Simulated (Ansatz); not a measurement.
# Cl-SiC-Cl chair monolayer in a perpendicular field

Wanted: the out-of-plane response of the Cl-SiC-Cl chair monolayer. A positive field points along +c.

Method: plane-wave DFT, PBE-D3(BJ), Ansatz PAW, in Ansatz 0.2.0.

### 1. Starting point

The cell holds 4 atoms: 2 Cl, 1 C and 1 Si. Its edges and angles: a = 3.086 Å, b = 3.086 Å, c = 22.533 Å, α = 90.0°, β = 90.0°, γ = 120.0°. Vacuum lies along c.

As a file:

```cif
data_structure
_symmetry_space_group_name_H-M 'P 1'
_symmetry_Int_Tables_number 1
_cell_length_a 3.0855
_cell_length_b 3.0855
_cell_length_c 22.5333
_cell_angle_alpha 90.000
_cell_angle_beta 90.000
_cell_angle_gamma 120.000
_cell_volume 185.78
loop_
_atom_site_label
_atom_site_type_symbol
_atom_site_fract_x
_atom_site_fract_y
_atom_site_fract_z
_atom_site_occupancy
Cl1 Cl 0.66667 0.33333 0.39941 1
C2 C 0.66667 0.33333 0.47840 1
Si3 Si 0.33333 0.66667 0.50607 1
Cl4 Cl 0.33333 0.66667 0.60059 1
```

### 2. Relaxation

The starting cell is a guess, so the in-plane lattice and the atoms are relaxed first, with the slab cut off from its images along the normal. The program lengthens the vector along the normal by itself, so c and the volume that it reports differ from the typed ones.

Contents of input.yaml:

```yaml
crystal:
  lattice:
    - [3.0855, 0.0, 0.0]
    - [-1.54275, 2.6721213834, 0.0]
    - [0.0, 0.0, 22.5333333333]
  atoms:
    - { symbol: Cl, position: [0.6666666667, 0.3333333333, 0.399408284] }
    - { symbol: C, position: [0.6666666667, 0.3333333333, 0.4784023669] }
    - { symbol: Si, position: [0.3333333333, 0.6666666667, 0.5060650888] }
    - { symbol: Cl, position: [0.3333333333, 0.6666666667, 0.600591716] }
  periodic: [true, true, false]
kpoints:
  mp_grid: { grid: [12, 12, 1] }
hamiltonian:
  xc: pbe
  dispersion: d3bj
scf:
  occupations: { method: fermi_dirac, width: 0.05 }
  convergence: { dr2_threshold: 1.0e-09 }
relax:
  f_tol: 0.004
  max_steps: 90
  cell: {}
output:
  write_potential: true
  write_density: true
  volumetric_format: npy
```

Started as:

```console
ansatz run input.yaml --threads 2 --pin off --max-ram 3072MiB --backend cpu --events-out ev --progress --plain --runs-dir out
```

Then come: single point, field 0; single point, field 0.03 V/Å; single point, field -0.03 V/Å; single point, field 0.15 V/Å; atoms held, field 0.25 V/Å; atoms held, field -0.25 V/Å; response, atoms held; field on, atoms free, field 0.1 V/Å; field on, atoms free, field -0.1 V/Å; response, atoms relaxed; A changed input: efield.amplitude = -0.05; the same run with other settings: efield.amplitude = -0.2. Settings of the main run: cutoff 420 eV, 18×18×1 k-mesh, smearing width 0.02585 eV, 1 layers, stack Cl-SiC-Cl chair monolayer.

**Question.** What will these runs give for the gap without field; ionisation energy, upper face; and equivalent conductor thickness, atoms held?

The induced dipole equals that of a perfect conductor 5.60 Å thick, while the outer atoms lie 4.42 Å apart; an out-of-plane ε follows only once a thickness t is chosen, by 1 − 1/ε = 5.60 Å / t. The two faces differ: the vacuum level above lies 0.18 eV higher than the one below. The gap stays within 0.01 eV of 2.24 eV over the fields run, up to 0.25 V/Å in size.

```
gap without field                             : 2.24 eV
ionisation energy, upper face                 : 5.60 eV
electron affinity, upper face                 : 3.37 eV
step between the vacuum levels                : 0.177 eV
equivalent conductor thickness, atoms held    : 5.60 Å
equivalent conductor thickness, atoms relaxed : 5.76 Å
```

Letting the atoms follow the field adds 0.17 Å to the equivalent conductor thickness: the ionic part of the response. Semilocal functionals give gaps that are too small, and excitons are not included.

[Long decimals in the printed logs are rounded to 6 places.]

[Logs are printed without paths, hosts, clocks, repeated set-up lines and the standing remarks that a program may print on its own settings, such as how far it seeks lower states.]

[Hosts, paths, dates, database ids (printed as entryN), source tags and the programs' standing remarks are cut or masked in the printed files.]

[Maps of the electrostatic potential energy from Ansatz leave out the sawtooth potential of an applied field or a dipole correction, so their vacuum need not be flat; planar profiles and work functions include it.]
